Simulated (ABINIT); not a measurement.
# TlBiS3 (Pm-3m): zone-centre phonons, part 2 of 4

Which modes does TlBiS3 (Pm-3m) have at the zone centre?

ABINIT 10.8.3; DFT LDA, scalar-relativistic, plane waves, HGH norm-conserving pseudopotentials.

So far. Step 4 (Relaxing the cell and atoms): The volume changes by +0.8 % in this run and stands +2.4 % from the first cell. Step 5 (Ground state): The cell stands at -0.41 GPa: the relaxation ran with a smoothed and higher cutoff, and the difference is a stress of the finite basis. The relaxed cell has a = 5.136 Å (conventional setting).

The structure was built from a prototype and need not be the compound's stable phase.

## 6. Linear response at Γ

At q = 0 one unit cell holds all displacements. The response is solved for single atoms along the cell's directions, and symmetry skips those that follow from others. The crystal is treated as a metal, which screens a static field, so no field response is asked.

Contents of dfpt_gamma.abi:

```

# common to the responses
getwfk_filepath "gso_WFK"
kptopt 2
nqpt 1
qpt 0.0 0.0 0.0
asr 0
chneut 0

# displacements
rfphon 1
rfatpol 1 5
rfdir 1 1 1
tolvrs 1.0d-10
prtwf 0

# basis, mesh and filling
ecut 24.0
ixc 7
ngkpt 4 4 4
nshiftk 1
shiftk 0.0 0.0 0.0
istwfk *1
occopt 7
tsmear 0.01
nband 20
nstep 100
diemac 1000000.0
prtebands 0
prtgsr 0

# cell and atoms
acell 9.705095923 9.705095923 9.705095923
rprim 
    1.0 0.0 0.0
    0.0 1.0 0.0
    0.0 0.0 1.0
ntypat 3
znucl 81 83 16
natom 5
typat 1 2 3 3 3
xred 
    0.0 0.0 0.0
    0.5 0.5 0.5
    0.5 0.5 0.0
    0.5 0.0 0.5
    0.0 0.5 0.5
pp_dirpath "./pseudo"
pseudos "Tl.hgh, Bi.hgh, S.hgh"
```

On the command line:

```bash
> OMP_NUM_THREADS=1 mpirun -n 4 abinit dfpt_gamma.abi > dfpt_gamma.log
```

Numbers of over 12 decimals in the logs are rounded to 6 here.

dfpt_gamma.abo, the main output file:

```text
[banners, grids, parts of the stress and lines that vanish by symmetry left out]
- input  file    -> dfpt_gamma.abi
- output file    -> dfpt_gamma.abo
- root for input  files -> dfpt_gammai
- root for output files -> dfpt_gammao

 Symmetries : space group Pm -3 m (#221); Bravais cP (primitive cubic)
================================================================================
 Values of the parameters that define the memory need of the present run (RF).
     intxc =       0      iscf =       7    lmnmax =       6     lnmax =       6
     mgfft =      45  mpssoang =       3    mqgrid =    3001     natom =       5
  nloc_mem =       1    nspden =       1   nspinor =       1    nsppol =       1
      nsym =      48    n1xccc =       0    ntypat =       3    occopt =       7
   xclevel =       1
-    mband =          20        mffmem =           1         mkmem =           9
-   mkqmem =           9        mk1mem =           9           mpw =        5216
      nfft =       91125          nkpt =          36
- my_mband =          20
================================================================================
================================================================================

--------------------------------------------------------------------------------
------------- Echo of variables that govern the present computation ------------
--------------------------------------------------------------------------------
-
- outvars: echo of selected default values
-   iomode0 =  0 , fftalg0 =312 , wfoptalg0 =  0
-
- outvars: echo of global parameters not present in the input file
-  max_nthreads =    1
-
 -outvars: echo values of preprocessed input variables
 [... echo left out ...]
================================================================================

 chkinp: Checking input parameters for consistency.

[...]
== DATASET  1 ==================================================================
-   mpi_nproc: 4, omp_nthreads: 1 (-1 if OMP is not activated)

--- !DatasetInfo
iteration_state: {dtset: 1, }
dimensions: {natom: 5, nkpt: 36, mband: 20, nsppol: 1, nspinor: 1, nspden: 1, mpw: 5216, }
cutoff_energies: {ecut:  24.0, pawecutdg:  -1.0, }
electrons: {nelect:   2.60000000E+01, charge:   0.00000000E+00, occopt:   7.00000000E+00, tsmear:   1.00000000E-02, }
meta: {optdriver: 1, rfphon: 1, }
...

 mkfilename: getwfk from: gso_WFK

 Exchange-correlation functional for the present dataset will be:
  LDA: Perdew-Wang 92 LSD fit to Ceperley-Alder data - ixc=7
 Citation for XC functional:
  J.P.Perdew and Y.Wang, PRB 45, 13244 (1992)

 Real(R)+Recip(G) space primitive vectors, cartesian coordinates (Bohr,Bohr^-1):
 R(1)=  9.7050959  0.0000000  0.0000000  G(1)=  0.1030387  0.0000000  0.0000000
 R(2)=  0.0000000  9.7050959  0.0000000  G(2)=  0.0000000  0.1030387  0.0000000
 R(3)=  0.0000000  0.0000000  9.7050959  G(3)=  0.0000000  0.0000000  0.1030387
 Unit cell volume ucvol=  9.1411218E+02 bohr^3
 Angles (23,13,12)=  9.00000000E+01  9.00000000E+01  9.00000000E+01 degrees
 setup1 : take into account q-point for computing boxcut.

 getcut: wavevector=  0.0000  0.0000  0.0000  ngfft=  45  45  45
         ecut(hartree)=     24.000   => boxcut(ratio)=   2.05581

--- Pseudopotential description ------------------------------------------------
- pspini: atom type   1  psp file is ./pseudo/Tl.hgh

- pspini: atom type   2  psp file is ./pseudo/Bi.hgh

- pspini: atom type   3  psp file is ./pseudo/S.hgh

   8.94791814E+02                                ecore*ucvol(ha*bohr**3)
--------------------------------------------------------------------------------

 ==>  initialize data related to q vector <==

 The list of irreducible perturbations for this q vector is:
    1)    idir= 1    ipert=   1
    2)    idir= 1    ipert=   2
    3)    idir= 1    ipert=   3
    4)    idir= 3    ipert=   3

[...]
The perturbation idir=   2  ipert=   1 is
 symmetric of a previously calculated perturbation.
 So, its SCF calculation is not needed.

 The perturbation idir=   3  ipert=   1 is
 symmetric of a previously calculated perturbation.
 So, its SCF calculation is not needed.

 The perturbation idir=   2  ipert=   2 is
 symmetric of a previously calculated perturbation.
 So, its SCF calculation is not needed.

 The perturbation idir=   3  ipert=   2 is
 symmetric of a previously calculated perturbation.
 So, its SCF calculation is not needed.

[...]
The perturbation idir=   2  ipert=   5 is
 symmetric of a previously calculated perturbation.
 So, its SCF calculation is not needed.

 The perturbation idir=   3  ipert=   5 is
 symmetric of a previously calculated perturbation.
 So, its SCF calculation is not needed.

--------------------------------------------------------------------------------
 Perturbation wavevector (in red.coord.)   0.000000  0.000000  0.000000
 Perturbation : displacement of atom   1   along direction   1
 Found     8 symmetries that leave the perturbation invariant.

[...]
dfpt_looppert : total number of electrons, from k and k+q
  fully or partially occupied states are    2.600000E+01 and    2.600000E+01.
 Initialisation of the first-order wave-functions :
  ireadwf=   0

--- !BeginCycle
iteration_state: {dtset: 1, }
solver: {iscf: 7, nstep: 100, nline: 4, wfoptalg: 0, }
tolerances: {tolvrs: 1.00E-10, }
...

     iter   2DEtotal(Ha)        deltaE(Ha) residm    vres2
-ETOT  1   13.826988864536     -3.319E+01 3.525E+00 5.713E+04
 ETOT  2 -4.99917435379515E-02 -1.388E+01 2.132E-02 1.728E+03
 ETOT  3 -0.482809     -4.328E-01 1.245E-02 4.920E+02
 ETOT  4 -0.610532     -1.277E-01 2.008E-03 3.758E+00
 ETOT  5 -0.611286     -7.541E-04 1.364E-04 5.690E-02
[...]
At SCF step   11       vres2   =  2.34E-11 < tolvrs=  1.00E-10 =>converged.
[...]
Mean square residual over all n,k,spin=   15.551E-13; max=  31.596E-11

 Thirteen components of 2nd-order total energy (hartree) are
 1,2,3: 0th-order hamiltonian combined with 1st-order wavefunctions
     kin0=   5.29754587E+01 eigvalue=   1.08066154E+00  local=  -2.88725179E+01
 4,5,6: 1st-order hamiltonian combined with 1st and 0th-order wfs
 loc psp =  -6.18433529E+00  Hartree=   1.02579285E+01     xc=  -6.56869493E+00
 note that "loc psp" includes a xc core correction that could be resolved
 7,8,9: eventually, occupation + non-local contributions
    edocc=   8.81015618E+00     enl0=   9.94927397E+00   enl1=  -8.90801972E+01
 1-9 gives the relaxation energy (to be shifted if some occ is /=2.0)
   erelax=  -4.76322664E+01
 10,11,12 Non-relaxation  contributions : frozen-wavefunctions and Ewald
 fr.local=  -2.51727370E+01 fr.nonlo=   4.24127845E+01  Ewald=   2.97809034E+01
 13,14 Frozen wf xc core corrections (1) and (2)
 frxc 1  =   0.00000000E+00  frxc 2 =   0.00000000E+00
 Resulting in :
 2DEtotal=   -0.6113154519E+00 Ha. Also 2DEtotal=   -0.166347408785E+02 eV
    (2DErelax=   -4.7632266425E+01 Ha. 2DEnonrelax=    4.7020950973E+01 Ha)
    (  non-var. 2DEtotal :   -6.1131529222E-01 Ha)

[...]
Perturbation wavevector (in red.coord.)   0.000000  0.000000  0.000000
 Perturbation : displacement of atom   2   along direction   1
 Found     8 symmetries that leave the perturbation invariant.

[...]
dfpt_looppert : total number of electrons, from k and k+q
  fully or partially occupied states are    2.600000E+01 and    2.600000E+01.
 Initialisation of the first-order wave-functions :
  ireadwf=   0

--- !BeginCycle
iteration_state: {dtset: 1, }
solver: {iscf: 7, nstep: 100, nline: 4, wfoptalg: 0, }
tolerances: {tolvrs: 1.00E-10, }
...

     iter   2DEtotal(Ha)        deltaE(Ha) residm    vres2
-ETOT  1   125.25402090181     -5.197E+01 1.935E+00 3.992E+05
[...]
At SCF step   12       vres2   =  2.24E-11 < tolvrs=  1.00E-10 =>converged.
[...]
Mean square residual over all n,k,spin=   56.363E-14; max=  18.177E-11

 Thirteen components of 2nd-order total energy (hartree) are
 1,2,3: 0th-order hamiltonian combined with 1st-order wavefunctions
     kin0=   1.40584928E+02 eigvalue=   1.03849816E+01  local=  -3.68080660E+01
 4,5,6: 1st-order hamiltonian combined with 1st and 0th-order wfs
 loc psp =  -2.06127784E+02  Hartree=   3.96693677E+01     xc=  -1.45623674E+01
 note that "loc psp" includes a xc core correction that could be resolved
 7,8,9: eventually, occupation + non-local contributions
    edocc=   1.59143069E+01     enl0=   1.91414733E+01   enl1=  -1.42521464E+02
 1-9 gives the relaxation energy (to be shifted if some occ is /=2.0)
   erelax=  -1.74324624E+02
 10,11,12 Non-relaxation  contributions : frozen-wavefunctions and Ewald
 fr.local=   5.91805005E+01 fr.nonlo=   7.27276431E+01  Ewald=   4.53187660E+01
 13,14 Frozen wf xc core corrections (1) and (2)
 frxc 1  =   0.00000000E+00  frxc 2 =   0.00000000E+00
 Resulting in :
 2DEtotal=    0.2902285504E+01 Ha. Also 2DEtotal=    0.789752118454E+02 eV
    (2DErelax=   -1.7432462410E+02 Ha. 2DEnonrelax=    1.7722690961E+02 Ha)
    (  non-var. 2DEtotal :    2.9022854078E+00 Ha)

[...]
Perturbation wavevector (in red.coord.)   0.000000  0.000000  0.000000
 Perturbation : displacement of atom   3   along direction   1
 Found     4 symmetries that leave the perturbation invariant.

[...]
dfpt_looppert : total number of electrons, from k and k+q
  fully or partially occupied states are    2.600000E+01 and    2.600000E+01.
 Initialisation of the first-order wave-functions :
  ireadwf=   0

--- !BeginCycle
iteration_state: {dtset: 1, }
solver: {iscf: 7, nstep: 100, nline: 4, wfoptalg: 0, }
tolerances: {tolvrs: 1.00E-10, }
...

     iter   2DEtotal(Ha)        deltaE(Ha) residm    vres2
-ETOT  1   413.70950150647     -2.149E+02 5.671E+00 1.180E+06
[...]
At SCF step   14       vres2   =  7.99E-12 < tolvrs=  1.00E-10 =>converged.
[...]
Mean square residual over all n,k,spin=   16.790E-13; max=  57.564E-11

 Thirteen components of 2nd-order total energy (hartree) are
 1,2,3: 0th-order hamiltonian combined with 1st-order wavefunctions
     kin0=   7.20759547E+02 eigvalue=   7.68415909E+00  local=  -7.28672374E+02
 4,5,6: 1st-order hamiltonian combined with 1st and 0th-order wfs
 loc psp =  -5.43242291E+01  Hartree=   1.89695822E+02     xc=  -6.02474309E+01
 note that "loc psp" includes a xc core correction that could be resolved
 7,8,9: eventually, occupation + non-local contributions
    edocc=   1.55405681E+01     enl0=   4.85235845E+02   enl1=  -1.20566804E+03
 1-9 gives the relaxation energy (to be shifted if some occ is /=2.0)
   erelax=  -6.29996136E+02
 10,11,12 Non-relaxation  contributions : frozen-wavefunctions and Ewald
 fr.local=   2.06904000E+01 fr.nonlo=   6.10701209E+02  Ewald=  -2.73932065E+00
 13,14 Frozen wf xc core corrections (1) and (2)
 frxc 1  =   0.00000000E+00  frxc 2 =   0.00000000E+00
 Resulting in :
 2DEtotal=   -0.1343847594E+01 Ha. Also 2DEtotal=   -0.365679559282E+02 eV
    (2DErelax=   -6.2999613559E+02 Ha. 2DEnonrelax=    6.2865228799E+02 Ha)
    (  non-var. 2DEtotal :   -1.3438481905E+00 Ha)

[...]
Perturbation wavevector (in red.coord.)   0.000000  0.000000  0.000000
 Perturbation : displacement of atom   3   along direction   3
 Found     8 symmetries that leave the perturbation invariant.

--------------------------------------------------------------------------------

--------------------------------------------------------------------------------

 dfpt_looppert : total number of electrons, from k and k+q
  fully or partially occupied states are    2.600000E+01 and    2.600000E+01.
 Initialisation of the first-order wave-functions :
  ireadwf=   0

--- !BeginCycle
iteration_state: {dtset: 1, }
solver: {iscf: 7, nstep: 100, nline: 4, wfoptalg: 0, }
tolerances: {tolvrs: 1.00E-10, }
...

     iter   2DEtotal(Ha)        deltaE(Ha) residm    vres2
-ETOT  1   616.65217062854     -1.566E+01 2.417E+00 1.679E+06
[...]
ETOT 12   6.451316      7.390E-12 1.757E-08 2.938E-10
 ETOT 13   6.451316     -3.206E-11 1.473E-09 6.991E-12

 At SCF step   13       vres2   =  6.99E-12 < tolvrs=  1.00E-10 =>converged.
[...]
Mean square residual over all n,k,spin=   45.504E-13; max=  14.735E-10

 Thirteen components of 2nd-order total energy (hartree) are
 1,2,3: 0th-order hamiltonian combined with 1st-order wavefunctions
     kin0=   6.84872154E+02 eigvalue=   1.56542157E+01  local=  -6.28643742E+02
 4,5,6: 1st-order hamiltonian combined with 1st and 0th-order wfs
 loc psp =  -1.59177245E+02  Hartree=   2.05230149E+02     xc=  -5.83649451E+01
 note that "loc psp" includes a xc core correction that could be resolved
 7,8,9: eventually, occupation + non-local contributions
    edocc=   3.43479268E+01     enl0=   3.72770070E+02   enl1=  -1.09255441E+03
 1-9 gives the relaxation energy (to be shifted if some occ is /=2.0)
   erelax=  -6.25865827E+02
 10,11,12 Non-relaxation  contributions : frozen-wavefunctions and Ewald
 fr.local=  -6.64885474E+01 fr.nonlo=   5.37948423E+02  Ewald=   1.60857268E+02
 13,14 Frozen wf xc core corrections (1) and (2)
 frxc 1  =   0.00000000E+00  frxc 2 =   0.00000000E+00
 Resulting in :
 2DEtotal=    0.6451316223E+01 Ha. Also 2DEtotal=    0.175549257544E+03 eV
    (2DErelax=   -6.2586582686E+02 Ha. 2DEnonrelax=    6.3231714308E+02 Ha)
    (  non-var. 2DEtotal :    6.4513160305E+00 Ha)

[...]
---- first-order wavefunction calculations are completed ----

 ==> Compute Derivative Database <==

 [... matrices left out ...]
  Phonon wavevector (reduced coordinates) :  0.00000  0.00000  0.00000
 Phonon energies in Hartree :
  -5.237786E-04 -5.237786E-04 -5.237786E-04 -5.202782E-04 -5.202782E-04
  -5.202782E-04 -1.240681E-04 -1.240681E-04 -1.240681E-04 -8.106399E-06
  -8.106399E-06 -8.106398E-06  1.143484E-03  1.143484E-03  1.143484E-03
 Phonon frequencies in cm-1    :
- -1.149561E+02 -1.149561E+02 -1.149561E+02 -1.141879E+02 -1.141879E+02
- -1.141879E+02 -2.722980E+01 -2.722980E+01 -2.722980E+01 -1.779149E+00
- -1.779149E+00 -1.779149E+00  2.509658E+02  2.509658E+02  2.509658E+02

== END DATASET(S) ==============================================================
================================================================================

 -outvars: echo values of variables after computation
            acell      9.7050959230E+00  9.7050959230E+00  9.7050959230E+00 Bohr
           etotal      6.4513162232E+00
            fcart      0.0000000000E+00  0.0000000000E+00  0.0000000000E+00
           strten      0.0000000000E+00  0.0000000000E+00  0.0000000000E+00
================================================================================
```

Run time: 90 s. Hardware: 4 MPI ranks of Arm Neoverse V2, shared host.

Read from the output:

- largest acoustic frequency at the zone centre before the sum rule: -1.78 cm⁻¹
- highest optical zone-centre mode (no LO-TO term): 251.0 cm⁻¹
- lowest optical zone-centre mode: -115.0 cm⁻¹

The acoustic modes at Γ come out as far as 1.8 cm⁻¹ from zero, where they should vanish, a small numerical error. The lowest optical mode is imaginary, 115i cm⁻¹, an instability at this level and on this k mesh.

(Part 2 of 4 ends here.)

[Host names and launcher messages were left out of these logs when they were recorded.]

[Logs are printed without paths, hosts, clocks, repeated set-up lines and the standing remarks that a program may print on its own settings, such as how far it seeks lower states.]

[Hosts, paths, dates, database ids (printed as entryN), source tags and the programs' standing remarks are cut or masked in the printed files.]
